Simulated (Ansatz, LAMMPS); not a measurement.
# Gap against volume in glassy 60SiO2-7Al2O3-17Li2O-17SrO (mol %) (89 atoms)

Density of this cell: 2.89 g/cm³. The cell holds 89 atoms: 18 Si, 4 Al, 10 Li, 5 Sr and 52 O. Cell: a = 10.463 Å, b = 10.605 Å, c = 10.129 Å, α = 90.1°, β = 91.3°, γ = 90.5°. The starting structure: 89 atoms (18 Si, 4 Al, 10 Li, 5 Sr, 52 O) placed at random at 2.76 g/cm³, melted at 4000 K for 10 ps at fixed volume with the Morse and Coulomb pair potential with partial charges (Pedone, Malavasi, Menziani, Cormack and Segre, J. Phys. Chem. B 110, 11780 (2006)). Quenched from 4000 K to 300 K at 50 K/ps and fixed volume, held 10 ps at zero pressure.

Calculated with Ansatz 0.2.0: Kohn-Sham DFT, r2SCAN, PAW (set soft_2), plane waves; cutoff 500 eV, Γ point, fixed occupations. The relaxed cell was scaled evenly and the atoms were relaxed at each volume. The gap is that between the highest filled and the lowest empty Kohn-Sham level on the run's k-points.

| volume (Å³/atom) | gap (eV) |
| --- | --- |
| 11.361 | 4.963 |
| 11.866 | ? |
| 12.245 | 4.721 |
| 12.623 | 4.616 |
| 13.002 | 4.522 |
| 13.381 | 4.432 |

**Question.** Fit a straight line in ln V to the rows given and interpolate to the withheld row.

**Working.**

A volume deformation potential makes the spacing linear in u = ln(V/V0), with V0 = 12.623 Å³ the relaxed volume; v is the spacing.

```
u = ln(V/V0)  v (eV)
   -0.105360   4.963
  -0.0304594  4.7214
           0  4.6156
   0.0295582  4.5218
   0.0582696  4.4316
```

With n = 5: mean u = -0.00959840, mean v = 4.65068, Σ(u − ū)² = 0.015837, Σ(u − ū)(v − v̄) = -0.051635. Slope b = -0.051635 / 0.015837 = -3.2604; intercept a = v̄ − b ū = 4.6194.

At the withheld volume u = -0.06188, and v = a + b u.

Prediction at 11.866: 4.821 eV. The run gave 4.825 eV, so the fit is low by 0.0042 eV (0.086 % of the value).

The slope, -3.26 eV, says that the spacing narrows on expansion. Among the rows given, the largest miss of the fit is at 12.623, by 0.0038 eV (0.71 % of the range of the table).

Limits: The table spans 16 % in volume, wide for a linear law. Semilocal functionals tend to put gaps under measured ones. Only the Γ point is sampled. Atoms move by up to 0.7 Å in these relaxations, so the structure changes along the series. Defect or tail levels can set the spacing of a disordered cell.

[Logs are printed without paths, hosts, clocks, repeated set-up lines and the standing remarks that a program may print on its own settings, such as how far it seeks lower states.]

[Hosts, paths, dates, database ids (printed as entryN), source tags and the programs' standing remarks are cut or masked in the printed files.]
